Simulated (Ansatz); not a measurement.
# Tl (P6_3/mmc): the Drude term of Re ε in the infrared

Re ε of Tl (P6_3/mmc) along x at low photon energies is read from one computed spectrum; the carriers' damping was typed as γ = 0.05 eV. x, y and z are the Cartesian axes of the input cell.

Symmetry: P6_3/mmc, No. 194, hexagonal system. Conventional cell: a = 3.456 Å, b = 3.456 Å, c = 5.525 Å, α = 90.00°, β = 90.00°, γ = 120.00°. Tl on site c has 12 Tl at 3.41 to 3.46 Å as nearest neighbours.

Method: Ansatz 0.2.0, PBE, independent particles, k-mesh 12×12×6 with interpolation inside its cells, Gaussian parameter 0.1 eV.

Launch of the response step: `ansatz run input.yaml --threads 4 --pin off --max-ram 8192MiB --backend cpu --events-out ev --progress --plain --runs-dir out`. The run took 71 s, on 4 threads of Arm Neoverse V1, on a shared host.

```tsv
photon energy E (eV)	wavelength (µm)	Re ε
0.25	4.96	-791.2
0.30	4.13	-544.8
0.35	3.54	?
0.40	3.10	-293.8
0.50	2.48	-176.6
0.60	2.07	-114.0
0.70	1.77	-77.2
```

A Drude term over a constant background gives Re ε = ε_b − ωp²/(E² + γ²), linear in 1/(E² + γ²).

Working, on the rows shown:

| x = 1/(E² + γ²) (eV⁻²) | y = Re ε |
| --- | --- |
| 15.3846 | -791.2 |
| 10.8108 | -544.8 |
| 6.15385 | -293.8 |
| 3.9604 | -176.6 |
| 2.75862 | -114 |
| 2.03046 | -77.2 |

Means: x̄ = 6.8498, ȳ = -332.93. Σ(x − x̄)(y − ȳ) = -7358, Σ(x − x̄)² = 137.3. Slope = -7358 / 137.3 = -53.58; intercept = ȳ − slope · x̄ = 34.05. The line misses the rows shown by at most 2.5.

Predict the last column of the withheld row from the fit.

At x = 8 the line gives y = -394.56. The run gave -393.3, so the interpolation is off by 1.3, 0.2 % of the range in the table.

Refitted with all rows, the slope is -53.57 and the intercept 34.166. These give ωp = √(−slope) = 7.32 eV, against 7.41 eV from the program's Fermi-surface sum, and an intercept of 34.2. Taking the program's Drude term off the rows leaves 54 at the lowest energy and 34 at the highest, so the background isn't constant: interband transitions lie in or near the window, and neither fitted number can be trusted. The values come from a sum over the points of one k-mesh and carry its error, which is largest for Fermi-surface quantities. Spin-orbit coupling is left out.

[Logs are printed without paths, hosts, clocks, repeated set-up lines and the standing remarks that a program may print on its own settings, such as how far it seeks lower states.]
